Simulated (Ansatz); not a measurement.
## Σ11 (113) boundary in fcc Ni: structure and resistance

How much does the Σ11 (113) boundary in fcc Ni reflect electrons?

Program: Ansatz 0.2.0. Level of theory: Ansatz plane-wave DFT, PBE, PAW files, collinear spin; relaxation of a bicrystal slab with its lowest layers held; PAW set soft_1, in the first sound run; inputs show where later runs differ. Results are calculated unless marked as measured.

**1. Set-up**

The cell holds 18 atoms: 18 Ni. Cell: a = 2.492 Å, b = 4.316 Å, c = 29.113 Å, α = 90.0°, β = 90.0°, γ = 73.2°. It derives from Ni. built on the (1 1 3) plane; 1 overlapping atoms removed and the grains opened by 0.05 Å. Vacuum lies along c.

**2. Relaxing the bicrystal**

The boundary is built by mirroring the lower grain in the boundary plane and removing any atoms that overlap. A thin bicrystal slab is relaxed first, with the lowest layers held and the upper grain free to shift and open.

Contents of input.yaml:

```yaml
crystal:
  lattice:
    - [2.4918442969, 0.0, 0.0]
    - [1.2459221485, 4.1322562844, 0.0]
    - [0.0, 0.0, 29.1129416311]
  atoms:
    - { symbol: Ni, position: [0.9090909092, 0.1818181818, 0.1717449258], spin: 1.0 }
    - { symbol: Ni, position: [0.6363636364, 0.7272727273, 0.2082416149], spin: 1.0 }
    - { symbol: Ni, position: [0.3636363637, 0.2727272727, 0.2447383039], spin: 1.0 }
    - { symbol: Ni, position: [0.0909090909, 0.8181818182, 0.281234993], spin: 1.0 }
    - { symbol: Ni, position: [0.8181818182, 0.3636363636, 0.317731682], spin: 1.0 }
    - { symbol: Ni, position: [0.5454545455, 0.9090909091, 0.3542283711], spin: 1.0 }
    - { symbol: Ni, position: [0.2727272727, 0.4545454545, 0.3907250601], spin: 1.0 }
    - { symbol: Ni, position: [0.0, 0.0, 0.4272217492], spin: 1.0 }
    - { symbol: Ni, position: [0.2727272727, 0.4545454545, 0.4654358875], spin: 1.0 }
    - { symbol: Ni, position: [0.5454545455, 0.9090909091, 0.5019325766], spin: 1.0 }
    - { symbol: Ni, position: [0.8181818182, 0.3636363636, 0.5384292656], spin: 1.0 }
    - { symbol: Ni, position: [0.0909090909, 0.8181818182, 0.5749259547], spin: 1.0 }
    - { symbol: Ni, position: [0.3636363637, 0.2727272727, 0.6114226438], spin: 1.0 }
    - { symbol: Ni, position: [0.6363636364, 0.7272727273, 0.6479193328], spin: 1.0 }
    - { symbol: Ni, position: [0.9090909092, 0.1818181818, 0.6844160219], spin: 1.0 }
    - { symbol: Ni, position: [0.1818181819, 0.6363636364, 0.7209127109], spin: 1.0 }
    - { symbol: Ni, position: [0.4545454546, 0.0909090909, 0.7574094], spin: 1.0 }
    - { symbol: Ni, position: [0.7272727274, 0.5454545455, 0.7939060891], spin: 1.0 }
magnetization:
  spin_polarized: true
kpoints:
  mp_grid: { grid: [10, 10, 1] }
hamiltonian:
  xc: pbe
  pseudopotentials: { kind: paw, azcp: { folder: soft_1 } }
scf:
  occupations: { method: fermi_dirac, width: 0.1 }
relax:
  f_tol: 0.03
  max_steps: 80
  constraints: [{ sites: [0, 1, 2] }]
```

On the command line:

```sh
> ansatz run input.yaml --threads 4 --pin off --max-ram 15360MiB --backend cpu --events-out ev --progress --plain --runs-dir out
```

Numbers of over 12 decimals in the logs are rounded to 6 here.

What it wrote:

```text
Engine: ansatz 0.2.0, x86_64-unknown-linux-gnu
Pseudopotentials: kind: paw
Pseudopotential: Ni, paw, valence charge 18, recommended cutoff 420 eV (normal), soft_1/Ni.paw.azcp
Functional definition: PBE
  parameter kappa = 0.804
  parameter beta = 0.066725
  exchange = pbe_x(kappa = kappa, mu = beta*pi^2/3)
  correlation = pbe_c(beta = beta)
Crystal: 18 atoms, lattice volume = 299.774 Å³
Basis set: ecut = 420 eV, 5869 PW (Γ), exchange–correlation on 36×60×400 points (8 copies of the dense FFT grid, shifted against one another)
Bands: 206, of which v1, the nominal top of the filled ones, is band 162 counted from 1 (161 counted from 0)
Symmetry: 2 space group operations
Space group: Cm (ITA 8), of the structure as read, at distance tolerance 6.7e-5 Å
Magnetic group: BNS 8.32 (UNI 39), of the structure as read, at distance tolerance 6.7e-5 Å
k-points: 31 of 100 (time reversal used)
Non-local potential: Ni, projectors of the file, l = 0: 3, l = 1: 2, l = 2: 3, l = 3: 1
PAW form: soft (Blöchl's): semilocal exchange-correlation on the pseudo side does not see the compensation charge
PAW one-centre angular grid: Ni, 590 points (default); XC on 64 Gauss nodes
Initial density: superposition of atomic densities (neutral atoms: chi_scale 0, normalization atom)
Starting moments: Σ|m| = 18 μB on 18 of 18 sites
Initial wavefunctions: pseudopotential atomic-orbital guess
Functional: x = pbe(κ = 0.804, μ = 0.219515), c = pbe(β = 0.066725)
SCF iter   1: F=—  HF=-105098.735891 eV  |F-HF|=—  |Δ(HF+E_count)|=         —  Δρ=3.77e-2 (↑2.32e-2 ↓3.77e-2)  dr2=2.16e1  dr2_m=3.56e-1  M=16.062 μB ∫|m|=17.069 μB  β_m=0.30  ethr=3.10e-3  ⟨swp⟩=6.9  Hψ=51392  notcnv=0  defer=557
Mixer restart at iter 1: flushing history
preconditioner: auto → LDOS  [metal: Δε(μ)=0.003 eV  Ē_g=8.364 eV  σ=0.100 eV  W_gap=0.01  n_scr=94 (ndim 8)  ℏωp=28.8 eV  f_vac=0.307  D(μ)=30.81/eV (n_scr^D=394)]
spin=Collinear: LDOS preconditioning applied to the charge; magnetization (m = ρ↑ − ρ↓) channel mixes plain (no charge-response kernel on spin).
SCF iter   2: F=—  HF=-105098.886974 eV  |F-HF|=—  |Δ(HF+E_count)|=   1.51e-1  Δρ=1.37e-2 (↑1.37e-2 ↓1.32e-2)  dr2=2.13e0  dr2_m=1.08e-1  M=15.174 μB ∫|m|=16.483 μB  β_m=0.30  ethr=3.10e-3  ⟨swp⟩=2.1  Hψ=20108  notcnv=0  defer=1437
SCF iter   3: F=—  HF=-105104.213535 eV  |F-HF|=—  |Δ(HF+E_count)|=    5.33e0  Δρ=9.26e-3 (↑5.43e-3 ↓9.26e-3)  dr2=5.46e-1  dr2_m=7.11e-2  M=14.729 μB ∫|m|=16.147 μB  β_m=0.44  ethr=6.57e-4  ⟨swp⟩=2.4  Hψ=19214  notcnv=0  defer=1441
SCF iter   4: F=—  HF=-105109.912723 eV  |F-HF|=—  |Δ(HF+E_count)|=    5.70e0  Δρ=1.07e-2 (↑3.89e-3 ↓1.07e-2)  dr2=2.65e-1  dr2_m=1.12e-1  M=13.746 μB ∫|m|=15.458 μB  β_m=0.72  ethr=1.68e-4  ⟨swp⟩=2.7  Hψ=24561  notcnv=0  defer=1454
SCF iter   5: F=—  HF=-105111.979269 eV  |F-HF|=—  |Δ(HF+E_count)|=         —  Δρ=1.92e-2 (↑7.00e-3 ↓1.92e-2)  dr2=7.55e-1  dr2_m=3.75e-1  M=12.154 μB ∫|m|=13.868 μB  β_m=0.72  ethr=8.19e-5  ⟨swp⟩=2.4  Hψ=22303  notcnv=0  defer=1470
SCF iter   6: F=—  HF=-105111.531572 eV  |F-HF|=—  |Δ(HF+E_count)|=   4.48e-1  Δρ=7.09e-3 (↑5.71e-3 ↓7.09e-3)  dr2=6.90e-1  dr2_m=1.79e-2  M=11.461 μB ∫|m|=13.272 μB  β_m=0.69  ethr=8.19e-5  ⟨swp⟩=2.6  Hψ=25351  notcnv=0  defer=1493
SCF iter   7: F=—  HF=-105111.661144 eV  |F-HF|=—  |Δ(HF+E_count)|=   1.30e-1  Δρ=8.25e-3 (↑4.57e-3 ↓8.25e-3)  dr2=3.47e-1  dr2_m=2.08e-2  M=11.472 μB ∫|m|=13.206 μB  β_m=0.60  ethr=8.19e-5  ⟨swp⟩=2.0  Hψ=24357  notcnv=0  defer=1530
SCF iter   8: F=—  HF=-105111.936979 eV  |F-HF|=—  |Δ(HF+E_count)|=   2.76e-1  Δρ=4.51e-3 (↑3.88e-3 ↓4.51e-3)  dr2=1.42e-1  dr2_m=5.60e-3  M=11.663 μB ∫|m|=13.348 μB  β_m=0.54  ethr=8.19e-5  ⟨swp⟩=2.0  Hψ=19195  notcnv=0  defer=1530
SCF iter   9: F=—  HF=-105112.058541 eV  |F-HF|=—  |Δ(HF+E_count)|=   1.22e-1  Δρ=1.22e-3 (↑1.22e-3 ↓7.82e-4)  dr2=8.12e-3  dr2_m=1.41e-3  M=11.872 μB ∫|m|=13.493 μB  β_m=0.62  ethr=4.39e-5  ⟨swp⟩=2.0  Hψ=19705  notcnv=0  defer=1531
SCF iter  10: F=—  HF=-105112.056812 eV  |F-HF|=—  |Δ(HF+E_count)|=   1.73e-3  Δρ=1.23e-3 (↑8.65e-4 ↓1.23e-3)  dr2=8.48e-3  dr2_m=6.10e-4  M=11.873 μB ∫|m|=13.472 μB  β_m=0.49  ethr=2.51e-6  ⟨swp⟩=2.7  Hψ=25499  notcnv=0  defer=1526
SCF iter  11: F=—  HF=-105112.057403 eV  |F-HF|=—  |Δ(HF+E_count)|=   5.91e-4  Δρ=2.88e-4 (↑2.88e-4 ↓2.40e-4)  dr2=9.76e-4  dr2_m=1.41e-5  M=11.853 μB ∫|m|=13.453 μB  β_m=0.44  ethr=2.51e-6  ⟨swp⟩=2.0  Hψ=21805  notcnv=0  defer=1526
SCF iter  12: F=—  HF=-105112.057225 eV  |F-HF|=—  |Δ(HF+E_count)|=   1.78e-4  Δρ=8.38e-5 (↑6.62e-5 ↓8.38e-5)  dr2=3.69e-5  dr2_m=6.55e-6  M=11.847 μB ∫|m|=13.443 μB  β_m=0.44  ethr=3.01e-7  ⟨swp⟩=2.0  Hψ=17859  notcnv=0  defer=1526
SCF iter  13: F=—  HF=-105112.057227 eV  |F-HF|=—  |Δ(HF+E_count)|=   2.46e-6  Δρ=4.93e-5 (↑4.93e-5 ↓4.15e-5)  dr2=1.39e-5  dr2_m=2.80e-6  M=11.846 μB ∫|m|=13.441 μB  β_m=0.44  ethr=1.14e-8  ⟨swp⟩=2.5  Hψ=21651  notcnv=0  defer=1526
SCF iter  14: F=—  HF=-105112.057229 eV  |F-HF|=—  |Δ(HF+E_count)|=   1.59e-6  Δρ=2.27e-5 (↑1.93e-5 ↓2.27e-5)  dr2=1.07e-6  dr2_m=9.96e-7  M=11.845 μB ∫|m|=13.438 μB  β_m=0.60  ethr=4.30e-9  ⟨swp⟩=2.0  Hψ=18367  notcnv=0  defer=1526
SCF iter  15: F=-105112.057225 eV  HF=-105112.057230 eV  |F-HF|=5.67e-6  |Δ(HF+E_count)|=   1.57e-6  Δρ=2.32e-5 (↑1.12e-5 ↓2.32e-5)  dr2=6.06e-6  dr2_m=2.14e-7  M=11.845 μB ∫|m|=13.437 μB  ethr=3.31e-10  ⟨swp⟩=1.5  Hψ=39594  notcnv=0
SCF 1 converged in 15 iterations: F = -105112.057225 eV  dr2 = 6.06e-6
  greatest PAW one-centre occupation: 1.001 electrons in one spin orbital (limit 2), on the Ni atom at site 17 (counted from 0), in its partial waves of l = 1
relax step   1: F+E_penalty+E_count = -105112.05722454 eV  Δ(F+E_penalty+E_count) = +0.000e0 eV  max|allowed force component| = 1.500e0 eV/Å  Δτ_max = 0.0000 Å  (15 SCF iters, dr2 threshold 2.25e-5 eV, accepted)
Initial density: handed on by an earlier stage of this run
Starting moments: Σ|m| = 18 μB on 18 of 18 sites; this step starts from the density that it was given
Initial wavefunctions: those handed on with the density
iter 1 solved again at ethr=6.50e-6 eV; its pass at ethr=3.10e-3 eV (dr2=2.11e-2 eV) is discarded
SCF iter   1: F=—  HF=-105112.156915 eV  |F-HF|=—  |Δ(HF+E_count)|=         —  Δρ=2.32e-3 (↑1.41e-3 ↓2.32e-3)  dr2=1.90e-2  dr2_m=4.83e-3  M=11.842 μB ∫|m|=13.436 μB  β_m=0.65  ethr=6.50e-6  ⟨swp⟩=2.2  Hψ=44648  notcnv=0  defer=1484
preconditioner: auto → LDOS  [metal: Δε(μ)=0.003 eV  Ē_g=8.438 eV  σ=0.100 eV  W_gap=0.01  n_scr=34 (ndim 8)  ℏωp=28.8 eV  f_vac=0.315  D(μ)=30.99/eV (n_scr^D=396)]
[...]
SCF iter   9: F=—  HF=-105112.222487 eV  |F-HF|=—  |Δ(HF+E_count)|=   2.05e-6  Δρ=6.32e-5 (↑1.37e-5 ↓6.32e-5)  dr2=1.01e-4  dr2_m=1.97e-6  M=11.865 μB ∫|m|=13.464 μB  β_m=0.44  ethr=6.58e-9  ⟨swp⟩=2.0  Hψ=17736  notcnv=0  defer=1485
SCF iter  10: F=-105112.222453 eV  HF=-105112.222487 eV  |F-HF|=3.45e-5  |Δ(HF+E_count)|=   1.66e-8  Δρ=3.68e-5 (↑7.91e-6 ↓3.68e-5)  dr2=3.52e-5  dr2_m=6.25e-7  M=11.865 μB ∫|m|=13.464 μB  ethr=6.58e-9  ⟨swp⟩=2.1  Hψ=31532  notcnv=0
SCF 3 converged in 10 iterations: F = -105112.222453 eV  dr2 = 3.52e-5
relax step   3: F+E_penalty+E_count = -105112.22245287 eV  Δ(F+E_penalty+E_count) = -6.696e-2 eV  max|allowed force component| = 7.970e-2 eV/Å  Δτ_max = 0.0830 Å  (10 SCF iters, dr2 threshold 4.83e-5 eV, accepted)
SCF iter   1: F=—  HF=-105112.223390 eV  |F-HF|=—  |Δ(HF+E_count)|=         —  Δρ=4.67e-4 (↑2.72e-4 ↓4.67e-4)  dr2=7.74e-4  dr2_m=1.94e-4  M=11.865 μB ∫|m|=13.464 μB  β_m=0.65  ethr=5.51e-6  ⟨swp⟩=2.8  Hψ=22663  notcnv=0  defer=1525
preconditioner: auto → LDOS  [metal: Δε(μ)=0.002 eV  Ē_g=8.442 eV  σ=0.100 eV  W_gap=0.00  n_scr=34 (ndim 8)  ℏωp=28.8 eV  f_vac=0.315  D(μ)=30.80/eV (n_scr^D=394)]
spin=Collinear: LDOS preconditioning applied to the charge; magnetization (m = ρ↑ − ρ↓) channel mixes plain (no charge-response kernel on spin).
SCF iter   2: F=—  HF=-105112.223340 eV  |F-HF|=—  |Δ(HF+E_count)|=   5.00e-5  Δρ=2.83e-4 (↑2.83e-4 ↓1.81e-4)  dr2=1.24e-3  dr2_m=4.40e-5  M=11.864 μB ∫|m|=13.463 μB  β_m=0.30  ethr=2.39e-7  ⟨swp⟩=3.1  Hψ=27774  notcnv=0  defer=1525
SCF iter   3: F=—  HF=-105112.223155 eV  |F-HF|=—  |Δ(HF+E_count)|=   1.86e-4  Δρ=1.86e-4 (↑1.07e-4 ↓1.86e-4)  dr2=3.22e-5  dr2_m=4.04e-5  M=11.864 μB ∫|m|=13.463 μB  β_m=0.41  ethr=2.39e-7  ⟨swp⟩=2.0  Hψ=17960  notcnv=0  defer=1525
SCF iter   4: F=—  HF=-105112.223189 eV  |F-HF|=—  |Δ(HF+E_count)|=   3.44e-5  Δρ=5.58e-5 (↑4.33e-5 ↓5.58e-5)  dr2=3.23e-5  dr2_m=4.55e-6  M=11.864 μB ∫|m|=13.463 μB  β_m=0.45  ethr=9.94e-9  ⟨swp⟩=2.2  Hψ=22932  notcnv=0  defer=1525
SCF iter   5: F=—  HF=-105112.223194 eV  |F-HF|=—  |Δ(HF+E_count)|=   5.32e-6  Δρ=2.59e-5 (↑2.24e-5 ↓2.59e-5)  dr2=3.89e-6  dr2_m=1.20e-6  M=11.864 μB ∫|m|=13.464 μB  β_m=0.49  ethr=9.94e-9  ⟨swp⟩=1.1  Hψ=12777  notcnv=0  defer=1525
SCF iter   6: F=—  HF=-105112.223195 eV  |F-HF|=—  |Δ(HF+E_count)|=   1.03e-6  Δρ=2.07e-5 (↑2.07e-5 ↓1.47e-5)  dr2=1.59e-6  dr2_m=7.50e-7  M=11.864 μB ∫|m|=13.464 μB  β_m=0.59  ethr=1.20e-9  ⟨swp⟩=2.3  Hψ=21150  notcnv=0  defer=1525
SCF iter   7: F=—  HF=-105112.223196 eV  |F-HF|=—  |Δ(HF+E_count)|=   4.56e-7  Δρ=1.16e-5 (↑1.16e-5 ↓1.01e-5)  dr2=1.47e-6  dr2_m=1.15e-7  M=11.864 μB ∫|m|=13.464 μB  β_m=0.53  ethr=4.91e-10  ⟨swp⟩=2.0  Hψ=21004  notcnv=0  defer=1525
SCF iter   8: F=—  HF=-105112.223196 eV  |F-HF|=—  |Δ(HF+E_count)|=   1.98e-7  Δρ=4.85e-6 (↑4.85e-6 ↓3.06e-6)  dr2=1.65e-7  dr2_m=1.54e-8  M=11.864 μB ∫|m|=13.464 μB  β_m=0.48  ethr=4.53e-10  ⟨swp⟩=2.0  Hψ=18119  notcnv=0  defer=1525
SCF iter   9: F=—  HF=-105112.223196 eV  |F-HF|=—  |Δ(HF+E_count)|=   3.09e-8  Δρ=1.77e-6 (↑1.77e-6 ↓1.10e-6)  dr2=1.87e-8  dr2_m=2.63e-9  M=11.864 μB ∫|m|=13.464 μB  β_m=0.45  ethr=5.10e-11  ⟨swp⟩=2.6  Hψ=20118  notcnv=0  defer=1525
SCF iter  10: F=—  HF=-105112.223196 eV  |F-HF|=—  |Δ(HF+E_count)|=   7.09e-9  Δρ=3.57e-6 (↑1.26e-6 ↓3.57e-6)  dr2=2.29e-7  dr2_m=4.80e-9  M=11.864 μB ∫|m|=13.464 μB  β_m=0.55  ethr=5.76e-12  ⟨swp⟩=2.1  Hψ=18131  notcnv=0  defer=1525
SCF iter  11: F=-105112.223195 eV  HF=-105112.223196 eV  |F-HF|=8.18e-8  |Δ(HF+E_count)|=   4.15e-9  Δρ=2.39e-6 (↑8.35e-7 ↓2.39e-6)  dr2=8.30e-8  dr2_m=1.94e-9  M=11.864 μB ∫|m|=13.464 μB  ethr=5.76e-12  ⟨swp⟩=2.0  Hψ=32624  notcnv=0
SCF 4 converged in 11 iterations: F = -105112.223195 eV  dr2 = 8.30e-8
relax step   4: F+E_penalty+E_count = -105112.22319548 eV  Δ(F+E_penalty+E_count) = -7.426e-4 eV  max|allowed force component| = 4.320e-3 eV/Å  Δτ_max = 0.0100 Å  (11 SCF iters, accepted)
SCF converged after 11 iterations
Magnetization: 11.8644 μB (167.9322 up, 156.0678 down)
Absolute magnetization: 13.4815 μB (∫|ρ↑−ρ↓|, with the PAW one-centre terms)
Spin contamination: 0.1461 ħ² per cell (⟨S²⟩ above its minimum at these occupations)
Per-site moments (μB) at R_I (Å): [(0.795925, 1.027886), (0.727746, 1.027886), (0.675102, 1.021850), (0.684548, 1.021861), (0.679719, 1.016308), (0.683665, 1.014708), (0.693289, 0.969046), (0.669249, 1.027886), (0.697495, 0.969046), (0.670777, 1.013930), (0.677077, 1.015954), (0.664049, 1.021823), (0.687886, 1.023963), (0.676385, 1.022004), (0.691492, 1.018303), (0.672069, 0.992289), (0.720572, 0.998471), (0.786280, 0.992289)]
Free energy (F): -105112.223195 eV
Harris-Foulkes:  -105112.223196 eV  (|F-HF|=8.18e-8)
Internal energy: -105111.222046 eV  (E = F + TS)
E sigma→0 (E₀):  -105111.722621 eV
Entropy (-TS):   -1.001150 eV (-55.619 meV/atom)
Fermi energy:    10.156035 eV
--- Per-component energies (eV) ---
  E_band       = -7686.032552
  E_kinetic    = 6097.290246
  E_local      = -563094.646083  (includes V_loc(G=0)·N_el)
  E_nonlocal   = -2106.278952
  E_hartree    = 282406.702685
  E_xc         = -2023.563770
  E_vxc        = -2610.185282  (∫ρ·V_xc dr)
  E_paw        = -29823.393018  (= ΣΔE_a)
  E_vpaw       = -10785.473097  (= ΣTr[D̂ρ^β])
  E_aug_tail   = 0.016751  (compensation charges beyond the density's cutoff)
  E_ewald      = 203432.650096
  E_smearing   = -1.001150  (= −TS)
  E_closure    = 0.000000  (closes the sum)
  Σ components = -105112.223195   (vs F -105112.223195, Δ=0.00e0)
--- Forces (eV/Å), atoms counted from 1 ---
  atom   1  Ni    -0.00000000    -0.03080445     0.65259283
  atom   2  Ni     0.00000000     0.01982871    -0.29344081
  atom   3  Ni     0.00000000     0.01301595    -0.35633835
  atom   4  Ni     0.00000000     0.00039941     0.00029520
  atom   5  Ni    -0.00000000    -0.00082091    -0.00412362
  atom   6  Ni     0.00000000     0.00268157    -0.00148697
  atom   7  Ni     0.00000000     0.00039764    -0.00211701
  atom   8  Ni    -0.00000000    -0.00226312     0.00035357
  atom   9  Ni    -0.00000000    -0.00025838     0.00264499
  atom  10  Ni     0.00000000     0.00095557    -0.00042348
  atom  11  Ni    -0.00000000    -0.00198987     0.00432001
  atom  12  Ni     0.00000000     0.00071625    -0.00023228
  atom  13  Ni     0.00000000     0.00087283     0.00074060
  atom  14  Ni    -0.00000000    -0.00122141    -0.00204631
  atom  15  Ni    -0.00000000    -0.00302573    -0.00368932
  atom  16  Ni    -0.00000000    -0.00051790    -0.00007858
  atom  17  Ni     0.00000000     0.00145273     0.00331403
  atom  18  Ni     0.00000000     0.00056251    -0.00027696
  max |Σ_I F_I| component: 1.86e-5 eV/Å
--- Relaxed structure (4 steps of the walk, 4 accepted, 0 SCFs on fresh bases) ---
  F+E_penalty+E_count = -105112.22319548 eV   max|allowed force component| = 4.320e-3 eV/Å
  atoms:
    - { symbol: Ni, position: [0.909091, 0.1818181818, 0.171745] }
    - { symbol: Ni, position: [0.636364, 0.7272727273, 0.208242] }
    - { symbol: Ni, position: [0.363636, 0.2727272727, 0.244738] }
    - { symbol: Ni, position: [0.091187, 0.817627, 0.281548] }
    - { symbol: Ni, position: [0.818992, 0.362016, 0.317182] }
    - { symbol: Ni, position: [0.545565, 0.908871, 0.354970] }
    - { symbol: Ni, position: [0.273162, 0.453675, 0.389024] }
    - { symbol: Ni, position: [0.00141101, -0.00282202, 0.429291] }
    - { symbol: Ni, position: [0.272911, 0.454177, 0.469716] }
    - { symbol: Ni, position: [0.545288, 0.909425, 0.503626] }
    - { symbol: Ni, position: [0.818900, 0.362201, 0.541515] }
    - { symbol: Ni, position: [0.091184, 0.817633, 0.577086] }
    - { symbol: Ni, position: [0.364236, 0.271529, 0.614183] }
    - { symbol: Ni, position: [0.636647, 0.726706, 0.650100] }
    - { symbol: Ni, position: [0.909675, 0.180650, 0.687070] }
    - { symbol: Ni, position: [0.180926, 0.638149, 0.722578] }
    - { symbol: Ni, position: [0.457582, 0.084835, 0.761066] }
    - { symbol: Ni, position: [0.731039, 0.537923, 0.791813] }
```

It took 5.3 min on 4 threads of Intel Xeon 6975P-C (Granite Rapids), shared host; peak memory 3.3 GiB; 21 min of CPU time.

The steps of the relaxation:

| step | energy less that of the first step (eV) | largest force component (eV/Å) |
| --- | --- | --- |
| 1 | 0.0000 | 1.4996 |
| 2 | -0.0983 | 0.8790 |
| 3 | -0.1652 | 0.0797 |
| 4 | -0.1660 | 0.0043 |

Forces are held to the 2 operations that the run works with; a distortion that breaks them can't arise in this run.

The atoms that moved most (Å):

| atom | dx | dy | dz | length |
| --- | --- | --- | --- | --- |
| Ni9 | 0.000 | -0.002 | 0.125 | 0.125 |
| Ni17 | 0.000 | -0.025 | 0.106 | 0.109 |
| Ni11 | 0.000 | -0.006 | 0.090 | 0.090 |
| Ni13 | 0.000 | -0.005 | 0.080 | 0.081 |
| Ni15 | 0.000 | -0.005 | 0.077 | 0.077 |
| Ni18 | 0.000 | -0.031 | -0.061 | 0.068 |
| Ni14 | 0.000 | -0.002 | 0.063 | 0.064 |
| Ni12 | 0.000 | -0.002 | 0.063 | 0.063 |

Numbers from this step:

* free energy: -105112.2232 eV
* energy at zero smearing: -105111.7226 eV
* Fermi energy: 10.16 eV
* magnetization: 11.86 μB
* absolute magnetization: 13.48 μB

The largest force component on a free atom ends at 0.0043 eV/Å, under the tolerance of 0.03, after 4 steps.

(Part 1 of 3 ends here.)

[Logs are printed without paths, hosts, clocks, repeated set-up lines and the standing remarks that a program may print on its own settings, such as how far it seeks lower states.]

[Hosts, paths, dates, database ids (printed as entryN), source tags and the programs' standing remarks are cut or masked in the printed files.]
